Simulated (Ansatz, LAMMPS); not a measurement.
# Settings and their price: Zn2+ triflate in diglyme at 330 K (103 atoms)

Density of this cell: 1.51 g/cm³. The cell holds 103 atoms: 22 C, 21 O, 42 H, 4 S, 12 F and 2 Zn. Its edges and angles: a = 10.740 Å, b = 10.740 Å, c = 10.740 Å, α = 90.0°, β = 90.0°, γ = 90.0°. 3 diglyme, 2 Zn2+, 4 triflate placed at random, at 1.51 g/cm³; overlaps pushed apart, then 10 ps at 550 K with divalent ions of Li, Roberts, Chakravorty and Merz (J. Chem. Theory Comput. 9, 2733 (2013)); MMFF94 bonds, angles, torsions, charges and radii (Halgren, J. Comput. Chem. 17, 490 (1996)) in harmonic and 12-6 forms; charges of ions scaled by 0.8. Snapshot after 30 ps at 330 K and fixed volume.

Geometry: as built.

Reference run: Kohn-Sham DFT, PBE+D3(BJ), PAW (set soft_2), plane waves (Ansatz 0.2.0), cutoff 750 eV, Γ point, gaussian smearing of 0.025 eV.

| Property | Result |
| --- | --- |
| r.m.s. force component | 1.103 eV/Å |
| gap (highest filled to lowest empty level) | 4.343 eV |
| SCF cycles | 11 |
| time | 9.9 s on 8 threads of Intel Xeon Platinum 8488C (Sapphire Rapids), shared host |

Q: Estimate how much each variant changes the results, and its time and memory.
- support functions medium
- support functions low
- support functions high
- support functions medium, radius 3.41 Å
- support functions medium, radius 3.69 Å
- support functions medium, radius 3.94 Å
- support functions medium, radius 4.22 Å
- support functions medium, radius 4.75 Å
- support functions medium, radius 5.27 Å

Differences are against the run with plane waves at 750 eV (Kohn-Sham DFT, PBE+D3(BJ), PAW (set soft_2), plane waves), whose r.m.s. force component is 1.10 eV/Å. Energies are set beside the reference only for runs with its functional, potentials and electron count. Times are for 8 threads of Intel Xeon Platinum 8488C (Sapphire Rapids), shared host.

| run | Δ force, r.m.s. (meV/Å) | share of r.m.s. force (%) | Δ energy (meV/atom) | Δ gap (eV) | cycles | time | host memory (GiB) |
| --- | --- | --- | --- | --- | --- | --- | --- |
| reference | - | - | - | - | 11 | 9.9 s | 3.0 |
| support functions medium | 0.594 | 0.0538 | -0.765 | -9.0e-4 | 16 | 58 s | 3.5 |
| support functions low | 0.616 | 0.0559 | -0.762 | -0.001 | 16 | 40 s | 3.2 |
| support functions high | 0.454 | 0.0412 | -0.852 | 0 | 19 | 3.5 min | 11 |
| support functions medium, radius 3.41 Å | 0.6 | 0.0544 | -0.765 | -9.0e-4 | 16 | 43 s | 3.4 |
| support functions medium, radius 3.69 Å | 0.506 | 0.0459 | -0.765 | -4.0e-4 | 17 | 51 s | 3.7 |
| support functions medium, radius 3.94 Å | 0.466 | 0.0422 | -0.765 | -2.0e-4 | 17 | 61 s | 4.1 |
| support functions medium, radius 4.22 Å | 0.447 | 0.0405 | -0.765 | 0 | 17 | 70 s | 4.7 |
| support functions medium, radius 4.75 Å | 0.452 | 0.041 | -0.765 | 0 | 18 | 2.1 min | 5.7 |
| support functions medium, radius 5.27 Å | 0.444 | 0.0403 | -0.765 | 0 | 17 | 2.5 min | 6.9 |

Among numerical settings the force difference runs from 0.44 meV/Å (support functions medium, radius 5.27 Å) to 0.62 meV/Å (support functions low). At 103 atoms the fastest of the runs at a preset level, support functions low, takes 4.1 times the time of plane waves, in 16 SCF cycles against 11. Differences between support functions and plane waves include what basis error the plane-wave run still has. As the radius goes from 3.41 to 5.27 Å, the force difference goes from 0.6 to 0.44 meV/Å, and the time from 43 s to 2.5 min. 

[Hosts, paths, dates, database ids (printed as entryN), source tags and the programs' standing remarks are cut or masked in the printed files.]

[The MMFF94 radii named for the starting cell were scaled by 0.96; in molecules described by MMFF94, hydrogen bound to N, O or S took a small fixed 12-6 site in their place.]
